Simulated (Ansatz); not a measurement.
# Na chain started as a strip of triangles: one chain at several levels of theory, part 2 of 2

Aim: how far do the period, the moment and the conductance of the Na chain started as a strip of triangles depend on the functional, the datasets and spin-orbit coupling, and at what cost?

Ansatz 0.2.0; DFT PBE, plane waves, PAW; relaxation of a chain's period (the session's first sound run).

So far, channels at the energy nearest the Fermi level, one spin: 2 in steps 3, 5 and 7.

## Step 8: Relaxation of atoms and period

This step: DFT LDA, plane waves, PAW; relaxation of a chain's period (Ansatz 0.2.0).

The relaxation is repeated under another functional. LDA has no gradient terms and tends to overbind, so it marks the short end of the likely bond lengths.

input.yaml

```yaml
crystal:
  lattice:
    - [13.5, 0.0, 0.0]
    - [0.0, 12.0, 0.0]
    - [0.0, 0.0, 3.24862]
  atoms:
    - { symbol: Na, position: [0.397202963, 0.5, 0.0], spin: 0.5 }
    - { symbol: Na, position: [0.602797037, 0.5, 0.5], spin: 0.5 }
magnetization:
  spin_polarized: true
kpoints:
  mp_grid: { grid: [1, 1, 25] }
scf:
  occupations: { method: fermi_dirac, width: 0.05 }
hamiltonian:
  xc: lda
relax:
  cell: { fix: [a, b, alpha, beta, gamma] }
  max_steps: 60
```

Command:

```console
ansatz run input.yaml --threads 8 --pin off --max-ram 16384MiB --backend cpu --events-out ev --progress --plain --runs-dir out
```

Run time: 8.6 s. Hardware: 8 threads of AMD EPYC 9R14 (Zen 4), shared host; peak memory 0.92 GiB.

Step by step:

```
step  energy less that of the first step (eV)  largest force component (eV/Å)  pressure (GPa)  volume (Å³)
   1                                   0.0000                          0.1988            0.13       526.28
   2                                  -0.0143                          0.1395            0.10       529.16
   3                                  -0.0342                          0.0196            0.03       539.35
   4                                  -0.0360                          0.0091            0.01       544.97
   5                                  -0.0363                          0.0119            0.00       547.08
   6                                  -0.0366                          0.0087            0.00       551.14
  7*                                  -0.0367                          0.0087            0.00       551.14
```

Relaxation steps marked * repeat the geometry before them on a plane-wave basis chosen anew for their cell, so energy and pressure can jump there.

The run keeps the 8 symmetry operations that it works with, so distortions that break them were not tested.

| cell as run | before | after | change |
| --- | --- | --- | --- |
| c (Å) | 3.249 | 3.402 | +4.7 % |

The atoms that moved most (Å, along periodic axes as changes of fractional coordinates times the final cell, across vacuum about the mean position):

```
atom      dx     dy     dz  length
 Na1  -0.120  0.000  0.000   0.120
 Na2   0.120  0.000  0.000   0.120
```

Final coordinates:

```xyz
2
Lattice="13.5000 0.0000 0.0000 0.0000 12.0000 0.0000 0.0000 0.0000 3.4021" Properties=species:S:1:pos:R:3
Na    5.2427    6.0000    0.0000
Na    8.2573    6.0000    1.7011
```

The cell's length comes to 3.402 Å, -3.5 % against the first run, with no moment.

The cell grew by 4.7 % in its periodic edges. First to last step the energy falls by 0.037 eV, across changes of basis; the largest move, 0.12 Å, is that of Na1 and 1 other atom alike.

## Step 9: Bands of the perfect wire, level LDA, k-mesh 1×1×24

This step: DFT LDA, plane waves, PAW; channels and complex bands of a perfect chain (Ansatz 0.2.0).

The channels are counted again under LDA, at the period that it gave.

input.yaml

```yaml
crystal:
  lattice:
    - [13.5, 0.0, 0.0]
    - [0.0, 12.0, 0.0]
    - [0.0, 0.0, 3.4021191534]
  atoms:
    - { symbol: Na, position: [0.388347, 0.5, 0.0] }
    - { symbol: Na, position: [0.611653, 0.5, 0.5] }
kpoints:
  mp_grid: { grid: [1, 1, 24] }
  band_path: { path: ["Γ", Z], npoints: 60 }
scf:
  occupations: { method: fermi_dirac, width: 0.05 }
hamiltonian:
  xc: lda
output:
  transmission:
    e_range: [-2, 2]
    de: 0.035
    kmesh: [1, 1]
    reduced_basis: true
    leads: [[0, 0]]
  dos: { projected: true, e_range: [-6, 4] }
```

Run time: 31 s. Hardware: 8 threads; peak memory 1.4 GiB.

At the computed energy nearest the Fermi level there are 2 channels a spin, and the thermal average gives 2.00 G₀.

## Step 10: The series together

Times are for 8 threads of AMD EPYC 9R14 (Zen 4), shared host. Results by setting:

```
no.   level  conductance of the lead as this run defines it (G₀)  time  memory (GiB)
  1     PBE                                                2.000  31 s           1.5
  2    RPBE                                                2.000  33 s           1.6
  3  PBEsol                                                2.000  32 s           1.5
  4     LDA                                                2.000  31 s           1.4
```

The runs together. Table of open channels of the lead by energy, zero at the Fermi level:

| energy (eV) | PBE | RPBE | PBEsol | LDA |
| --- | --- | --- | --- | --- |
| -2.000 | 0 | 0 | 0 | 0 |
| -1.790 | 0 | 0 | 0 | 1 |
| -1.615 | 1 | 1 | 1 | 1 |
| -1.405 | 1 | 1 | 1 | 1 |
| -1.195 | 1 | 1 | 1 | 1 |
| -0.985 | 1 | 1 | 1 | 1 |
| -0.810 | 1 | 1 | 1 | 1 |
| -0.600 | 1 | 1 | 1 | 1 |
| -0.390 | 1 | 1 | 1 | 1 |
| -0.215 | 1 | 1 | 1 | 2 |
| -0.005 | 2 | 2 | 2 | 2 |
| 0.205 | 2 | 2 | 2 | 2 |
| 0.415 | 2 | 2 | 2 | 2 |
| 0.590 | 2 | 2 | 2 | 2 |
| 0.800 | 2 | 2 | 2 | 2 |
| 1.010 | 3 | 3 | 3 | 3 |
| 1.185 | 3 | 3 | 3 | 3 |
| 1.395 | 4 | 4 | 4 | 4 |
| 1.605 | 4 | 4 | 4 | 4 |
| 1.815 | 2 | 2 | 2 | 4 |

## Step 11: Relaxation of atoms and period, cutoff 1440 eV

This step: DFT PBE, plane waves, PAW (JTH); relaxation of a chain's period (Ansatz 0.2.0).

The same functional on other atomic datasets tests how far the result hangs on the treatment of the cores. Against the first PBE run of this kind, the cutoff is 1440 eV against 420.

input.yaml

```yaml
crystal:
  lattice:
    - [13.5, 0.0, 0.0]
    - [0.0, 12.0, 0.0]
    - [0.0, 0.0, 3.24862]
  atoms:
    - { symbol: Na, position: [0.397202963, 0.5, 0.0], spin: 0.5 }
    - { symbol: Na, position: [0.602797037, 0.5, 0.5], spin: 0.5 }
magnetization:
  spin_polarized: true
kpoints:
  mp_grid: { grid: [1, 1, 25] }
scf:
  occupations: { method: fermi_dirac, width: 0.05 }
hamiltonian:
  xc: pbe
  pseudopotentials: { kind: paw, source: jth }
relax:
  cell: { fix: [a, b, alpha, beta, gamma] }
  max_steps: 60
```

It took 64 s on 8 threads; peak memory 4.2 GiB; 7.4 min of CPU time.

The cell's length comes to 3.527 Å, +0.1 % against the first run, with no moment.

## Step 12: The relaxed wire

This step: DFT PBE, plane waves, PAW; relaxation of a chain's period (Ansatz 0.2.0).

No moment formed, so a run without spin should agree; this checks it and saves time.

input.yaml, the sections that differ from step 11:

```yaml
crystal:
  lattice:
    - [13.5, 0.0, 0.0]
    - [0.0, 12.0, 0.0]
    - [0.0, 0.0, 3.24862]
  atoms:
    - { symbol: Na, position: [0.397202963, 0.5, 0.0] }
    - { symbol: Na, position: [0.602797037, 0.5, 0.5] }
hamiltonian:
  xc: pbe
# kpoints, scf, relax: as in step 11
# magnetization: removed
```

It took 5.2 s on 8 threads; peak memory 0.9 GiB.

The cell's length comes to 3.525 Å, -0.0 % against the first run, with spin left out.

## Step 13: Comparing the runs

Times are for 8 threads of AMD EPYC 9R14 (Zen 4), shared host. The runs compared:

| no. | level | cell length along the wire (Å) | time | memory (GiB) |
| --- | --- | --- | --- | --- |
| 1 | PBE | 3.525 | 19 s | 1.00 |
| 2 | RPBE | 3.606 | 15 s | 1.0 |
| 3 | PBEsol | 3.511 | 10 s | 0.99 |
| 4 | LDA | 3.402 | 8.6 s | 0.92 |
| 5 | PBE, JTH files | 3.527 | 64 s | 4.2 |
| 6 | PBE, no spin | 3.525 | 5.2 s | 0.90 |

## Step 14: The same system on other settings: output.transmission.temperature = 200.0

This step: DFT PBE, plane waves, PAW; channels and complex bands of a perfect chain; changed: output.transmission.temperature = 200.0 (Ansatz 0.2.0).

The atoms of the run on the perfect lead (PBE) are kept and the input is varied, to see whether the result depends on it. The ELF is not written this time.

input.yaml

```yaml
crystal:
  lattice:
    - [13.5, 0.0, 0.0]
    - [0.0, 12.0, 0.0]
    - [0.0, 0.0, 3.5247846784]
  atoms:
    - { symbol: Na, position: [0.386233739, 0.5, 0.0] }
    - { symbol: Na, position: [0.613766261, 0.5, 0.5] }
kpoints:
  mp_grid: { grid: [1, 1, 23] }
  band_path: { path: ["Γ", Z], npoints: 60 }
scf:
  occupations: { method: fermi_dirac, width: 0.05 }
hamiltonian:
  xc: pbe
output:
  transmission:
    e_range: [-2, 2]
    de: 0.035
    kmesh: [1, 1]
    reduced_basis: true
    leads: [[0, 0]]
    temperature: 200.0
  dos: { projected: true, e_range: [-6, 4] }
  write_potential: true
  write_density: true
  volumetric_format: npy
```

The job ended after 35 s (8 threads; peak memory 1.5 GiB; 3.2 min of CPU time).

Numbers from this step:

| Item | Value |
| --- | --- |
| energy at zero smearing | -2971.8953 eV |

Table of open channels of the lead, one spin by energy, zero at the Fermi level:

energy (eV), open channels of the lead, one spin and a bar:
```
   -1.790       0.00 
   -1.615       1.00 ########
   -1.405       1.00 ########
   -1.195       1.00 ########
   -0.985       1.00 ########
   -0.810       1.00 ########
   -0.600       1.00 ########
   -0.390       1.00 ########
   -0.215       1.00 ########
   -0.005       2.00 ###############
    0.205       2.00 ###############
    0.415       2.00 ###############
    0.590       2.00 ###############
    0.800       2.00 ###############
    1.010       3.00 ######################
    1.185       3.00 ######################
    1.395       4.00 ##############################
    1.605       4.00 ##############################
    1.815       2.00 ###############
```

It took 35 s against 31 s for the run it varies; the program gives no conductance for this window, step and temperature, so that result is lost.

The channels at the energy nearest the Fermi level, one spin stays within 0.2 % plus 0.001 of the run it varies.

## Step 15: A varied input

This step: DFT PBE, plane waves, PAW; channels and complex bands of a perfect chain; changed: accuracy = "high", kpoints.mp_grid.grid = [1, 1, 12] (Ansatz 0.2.0).

input.yaml, as its differences from that of step 14:

```diff
@@ -9,3 +9,3 @@
 kpoints:
-  mp_grid: { grid: [1, 1, 23] }
+  mp_grid: { grid: [1, 1, 12] }
   band_path: { path: ["Γ", Z], npoints: 60 }
@@ -22,3 +22,2 @@
     leads: [[0, 0]]
-    temperature: 200.0
   dos: { projected: true, e_range: [-6, 4] }
@@ -27 +26,2 @@
   volumetric_format: npy
+accuracy: high
```

Wall time 32 s (8 threads); peak memory 1.5 GiB.

Residual by cycle:

cycle, log10 residual and a bar from the least value:
```
        1       -1.2 ##############################
        2       -2.8 #######################
        3       -3.3 #####################
        4       -4.6 ###############
        5       -5.4 ############
        6       -6.7 ######
        7       -8.1
```

The run finished with changed settings (accuracy = "high" and kpoints.mp_grid.grid = [1, 1, 12]); it serves as a test.

## Step 16: Results

| Quantity | Value |
| --- | --- |
| cell length, PBE | 3.525 Å |
| cell length, RPBE | 3.606 Å |
| cell length, PBEsol | 3.511 Å |
| cell length, LDA | 3.402 Å |
| cell length, PBE, JTH files | 3.527 Å |
| cell length, PBE, no spin | 3.525 Å |
| conductance, PBE | 2.00 G₀ |
| conductance, RPBE | 2.00 G₀ |
| conductance, PBEsol | 2.00 G₀ |
| conductance, LDA | 2.00 G₀ |

What this shows: Under PBE the cell's length is 3.52 Å, no moment survives, and it is a metal with 2 channels a spin next to the Fermi level, 2.00 G₀ at 300 K. The cell's length spans 6.0 % over the functionals, shortest under LDA and longest under RPBE. A perfect wire passes every open channel, so the conductance counts half a G₀ for each forward-moving state at the Fermi level, spin by spin. At the relaxed period it forms two rows 3.07 Å apart, with 3.54 Å between atoms of unlike rows and 3.52 Å along a row: a strip of triangles. Transport is coherent and elastic here: the atoms are frozen, so scattering by vibrations plays no part.

[Logs are printed without paths, hosts, clocks, repeated set-up lines and the standing remarks that a program may print on its own settings, such as how far it seeks lower states.]

[Hosts, paths, dates, database ids (printed as entryN), source tags and the programs' standing remarks are cut or masked in the printed files.]
